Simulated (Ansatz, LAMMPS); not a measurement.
# Amorphous HfO2 at 7.99 g/cm^3 (84 atoms): relaxation and levels of theory

Which bonds does the relaxation leave, and how do the Kohn-Sham gap, forces and pressure change with k-mesh and functional?

Calculated with Ansatz 0.2.0: Kohn-Sham DFT, PBE, PAW (set soft_2), plane waves; cutoff 420 eV, Γ point, fermi-dirac smearing of 0.025 eV.

**The cell**

Density at the start: 7.99 g/cm³. The cell holds 84 atoms: 28 Hf and 56 O. Cell: a = 10.697 Å, b = 10.697 Å, c = 10.697 Å, α = 90.0°, β = 90.0°, γ = 90.0°. 84 atoms (28 Zr, 56 O) placed at random at 4.68 g/cm³, melted at 5000 K for 10 ps at fixed volume with the Morse and Coulomb pair potential with partial charges (Pedone, Malavasi, Menziani, Cormack and Segre, J. Phys. Chem. B 110, 11780 (2006)). Quenched from 5000 K to 300 K at 50 K/ps and fixed volume, held 5 ps, then minimised at fixed cell. Then Zr was replaced by Hf at the same volume (the potential has no terms for Hf, so the cell is a start for a DFT relaxation).

The atoms were relaxed with PBE. The walk converged after 8 steps, with a largest force component of 0.0383 eV/Å; it began at an r.m.s. force component of 0.49 eV/Å. The energy fell by 27.3 meV an atom.

The input of the reference single point:

```yaml
crystal:
  lattice:
    - [10.6975, 0.0, 0.0]
    - [0.0, 10.6975, 0.0]
    - [0.0, 0.0, 10.6975]
  atoms:
    - { symbol: Hf, position: [0.63835, 0.83587, 0.21507] }
    - { symbol: Hf, position: [0.3308, 0.21164, 0.33718] }
    - { symbol: Hf, position: [0.17177, 0.43615, 0.14102] }
    - { symbol: Hf, position: [0.69491, 0.19782, 0.23101] }
    [... 78 atom lines left out ...]
    - { symbol: O, position: [0.48379, 0.53982, 0.69468] }
    - { symbol: O, position: [0.42599, 0.58793, 0.18797] }
kpoints:
  mp_grid: { grid: [1, 1, 1] }
hamiltonian:
  xc: pbe
scf:
  occupations: { method: fermi_dirac, width: 0.025 }
output:
  forces: true
  stress: true
  populations: true
  dos:
    method: { smearing: { sigma: 0.08 } }
    de: 0.05
    projected: { site_lists: { Hf: [Hf], O: [O] } }
  eigenvalues: true
  write_density: true
  write_potential: true
  volumetric_format: npy
```

**Bonds after relaxation**

Bonds by pair of elements; cutoffs follow the first minimum of g(r), held within bounds set by covalent radii, and pairs that aren't listed don't count as bonded:

```tsv
pair A-B	cutoff (Å)	bonds	mean length (Å)	spread (Å)	shortest (Å)	B about A	A about B
O-Hf	2.88	165	2.15	0.138	1.92	2.95	5.89
```

How many atoms have how many bonded neighbours:

```tsv
element	mean	2	3	4	5	6	7
Hf	5.89	0	0	1	5	18	4
O	2.95	11	37	8	0	0	0
```

**Levels of theory**

Single points at the relaxed geometry:

| functional | k-mesh | Kohn-Sham gap (eV) | pressure (GPa) | r.m.s. force component (eV/Å) | SCF cycles | time |
| --- | --- | --- | --- | --- | --- | --- |
| PBE | 1×1×1 | 3.806 | -7.17 | 0.011 | 11 | 50 s |
| PBE | 2×2×2 | 3.810 | -7.16 | 0.018 | 11 | 7.5 min |
| HSE06 | 1×1×1 | 5.329 | -11.44 | 0.094 | 25 | 14 min |
| r2SCAN | 1×1×1 | 4.271 | -11.59 | 0.065 | 11 | 80 s |
| PBEsol | 1×1×1 | 3.711 | -12.29 | 0.078 | 12 | 46 s |

The gap is that between the highest filled and lowest empty Kohn-Sham level on the run's k-points. Cutoffs: 420 eV for PBE, HSE06 and PBEsol; 500 eV for r2SCAN. Times come from shared hosts and are rough.

**Findings**

By these cutoffs 64 % of Hf atoms have 6 and 66 % of O atoms have 3 neighbours. The Kohn-Sham gap is 3.81 eV with PBE on the 1×1×1 mesh and 3.81 eV on 2×2×2. On the 1×1×1 mesh HSE06 changes the gap by +1.52 eV against PBE. Carrying that shift over to the 2×2×2 mesh gives 3.81 + 1.52 = 5.33 eV, an estimate that takes the shift to be alike at all k-points. On the reference's mesh the gap changes with r2SCAN by +0.47 eV and PBEsol by -0.10 eV. Against the reference the pressure changes with HSE06 by -4.3 GPa, r2SCAN by -4.4 GPa and PBEsol by -5.1 GPa; a negative change means a smaller volume than PBE would take. The denser mesh moves the energy by -1.5 meV/atom and the pressure by +0.00 GPa.

Limits: All single points share the geometry relaxed with PBE. The density was set when the cell was made, as one point of a scan, and needn't be that of the real material. One sample; tail or defect levels can set the gap of a disordered cell. The quench rate of 50 K/ps is many orders above laboratory rates, so the cell is likely richer in defects and strain than a real sample. The network of bonds at the start is that of the classical potential that made the cell, and needn't be the one that DFT or experiment would give. Spin–orbit coupling is left out, which matters for the levels of the heavy elements. In some runs the program notes that it cut back its work space to fit the memory limit, the exchange threshold is loose for the stress and the SCF threshold is loose for the stress.

[Logs are printed without paths, hosts, clocks, repeated set-up lines and the standing remarks that a program may print on its own settings, such as how far it seeks lower states.]

[Hosts, paths, dates, database ids (printed as entryN), source tags and the programs' standing remarks are cut or masked in the printed files.]
